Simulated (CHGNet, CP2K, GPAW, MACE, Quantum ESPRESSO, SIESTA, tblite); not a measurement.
**A faulty Quantum ESPRESSO run on glassy 86SiO2-5SrO-5ZnO-5MgO (mol %) (63 atoms)**

Program: Quantum ESPRESSO 7.5, a calculation on a cell of 19 Si, 1 Sr, 1 Zn, 1 Mg and 41 O, 14.3 Å³ an atom.

Input file pw.in:

```
&control
  calculation = 'scf'
  pseudo_dir = './pseudo'
  outdir = './tmp'
  disk_io = 'none'
  tprnfor = .true.
  tstress = .true.
/
&system
  ibrav = 0
  nat = 63
  ntyp = 5
  ecutwfc = 60
  ecutrho = 480
  nosym = .true.
  occupations = 'smearing'
  smearing = 'fd'
  degauss = 0.003675
/
&electrons
  conv_thr = 3.2e-07
  electron_maxstep = 2
  mixing_beta = 0.4
  mixing_mode = 'plain'
  diagonalization = 'david'
/
ATOMIC_SPECIES
Si 28.085 Si.upf
Sr 87.620 Sr.upf
Zn 65.380 Zn.upf
Mg 24.305 Mg.upf
O 15.999 O.upf
CELL_PARAMETERS angstrom
9.65803 0.00000 0.00000
0.00000 9.65803 0.00000
0.00000 0.00000 9.65803
ATOMIC_POSITIONS crystal
Si 0.59793 0.17999 0.24857
Si 0.81804 0.77629 0.57151
Si 0.35836 0.01001 0.08947
Si 0.28479 0.52112 0.05350
Si 0.11993 0.25108 0.14843
Si 0.53216 0.40163 0.44471
Si 0.69904 0.63452 0.10186
Si 0.81864 0.31374 0.04858
Si 0.49778 0.04138 0.82102
Si 0.46253 0.36841 0.85483
[... 49 atom lines left out ...]
O 0.94650 0.94509 0.01073
O 0.49783 0.20893 0.85081
O 0.70070 0.22484 0.11974
O 0.96431 0.24781 0.10660
K_POINTS gamma
```

Command:

```sh
$ OMP_NUM_THREADS=1 mpirun -np 2 pw.x -in pw.in > output.txt
```

Log:

```text
Program PWSCF
     gamma-point specific algorithms are used
     Parallelization info
     sticks:   dense  smooth     PW     G-vecs:    dense   smooth      PW
     Min        6368    3179    798               540087   190957   23914
     Max        6369    3182    799               540088   190958   23919
     Sum       12737    6361   1597              1080175   381915   47833
     bravais-lattice index     =            0
     lattice parameter (alat)  =      18.2510  a.u.
     unit-cell volume          =    6079.4214 (a.u.)^3
     number of atoms/cell      =           63
     number of atomic types    =            5
     number of electrons       =       354.00
     number of Kohn-Sham states=          212
     kinetic-energy cutoff     =      60.0000  Ry
     charge density cutoff     =     480.0000  Ry
     scf convergence threshold =      3.2E-07
     mixing beta               =       0.4000
     number of iterations used =            8  plain     mixing
     Exchange-correlation= SLA  PW   PBX  PBC
                           (   1   4   3   4   0   0   0)
     crystal axes: (cart. coord. in units of alat)
               a(1) = (   1.000000   0.000000   0.000000 )
               a(2) = (   0.000000   1.000000   0.000000 )
               a(3) = (   0.000000   0.000000   1.000000 )
     reciprocal axes: (cart. coord. in units 2 pi/alat)
               b(1) = (  1.000000  0.000000  0.000000 )
               b(2) = (  0.000000  1.000000  0.000000 )
               b(3) = (  0.000000  0.000000  1.000000 )
     PseudoPot. # 1 for Si:
     Pseudo is Ultrasoft + core correction, Zval =  4.0
     PseudoPot. # 2 for Sr:
     Pseudo is Ultrasoft + core correction, Zval = 10.0
     PseudoPot. # 3 for Zn:
     Pseudo is Ultrasoft, Zval = 20.0
     PseudoPot. # 4 for Mg:
     Pseudo is Projector augmented-wave + core cor, Zval =  2.0
     PseudoPot. # 5 for O :
     Pseudo is Projector augmented-wave + core cor, Zval =  6.0
     atomic species   valence    mass     pseudopotential
     Si                4.00    28.08500     Si( 1.00)
     Sr               10.00    87.62000     Sr( 1.00)
     Zn               20.00    65.38000     Zn( 1.00)
     Mg                2.00    24.30500     Mg( 1.00)
     O                 6.00    15.99900     O ( 1.00)
     No symmetry found
   Cartesian axes
     number of k points=     1  Fermi-Dirac smearing, width (Ry)=  0.0037
                       cart. coord. in units 2pi/alat
        k(    1) = (   0.0000000   0.0000000   0.0000000), wk =   2.0000000
     Dense  grid:   540088 G-vectors     FFT dimensions: ( 128, 128, 128)
     Smooth grid:   190958 G-vectors     FFT dimensions: (  96,  96,  96)
     Initial potential from superposition of free atoms
     starting charge     353.9546, renormalised to     354.0000
     negative rho (up, down):  6.402E-02 0.000E+00
     Starting wfcs are  270 randomized atomic wfcs
     Self-consistent Calculation
     iteration #  1     ecut=    60.00 Ry     beta= 0.40
     negative rho (up, down):  6.448E-02 0.000E+00
     total energy              =   -2491.97007495 Ry
     estimated scf accuracy    <      18.02161834 Ry
     iteration #  2     ecut=    60.00 Ry     beta= 0.40
     negative rho (up, down):  6.511E-02 0.000E+00
     total energy              =   -2496.05252190 Ry
     estimated scf accuracy    <       0.66790761 Ry
     End of self-consistent calculation
     convergence NOT achieved after   2 iterations: stopping
     Message from routine punch:
     Nothing written, as per user request (disk_io='none')
```

The job ended after 40 s (2 MPI ranks of Arm Neoverse V1, shared host; peak memory 2.4 GiB; 81 s of CPU time).

Banners, paths, timers and routine set-up lines are dropped from the logs unmarked, and long logs keep their key lines alone; longer cuts are marked.

**Question.** What is wrong with this input?

Too few SCF iterations: iteration limit 2.

The run ended unconverged.

[Also dropped from logs without a mark: logging warnings of Python, and SIESTA's first energy breakdown and zero terms.]

[Logs are printed without paths, hosts, clocks, repeated set-up lines and the standing remarks that a program may print on its own settings, such as how far it seeks lower states.]

[Hosts, paths, dates, database ids (printed as entryN), source tags and the programs' standing remarks are cut or masked in the printed files.]
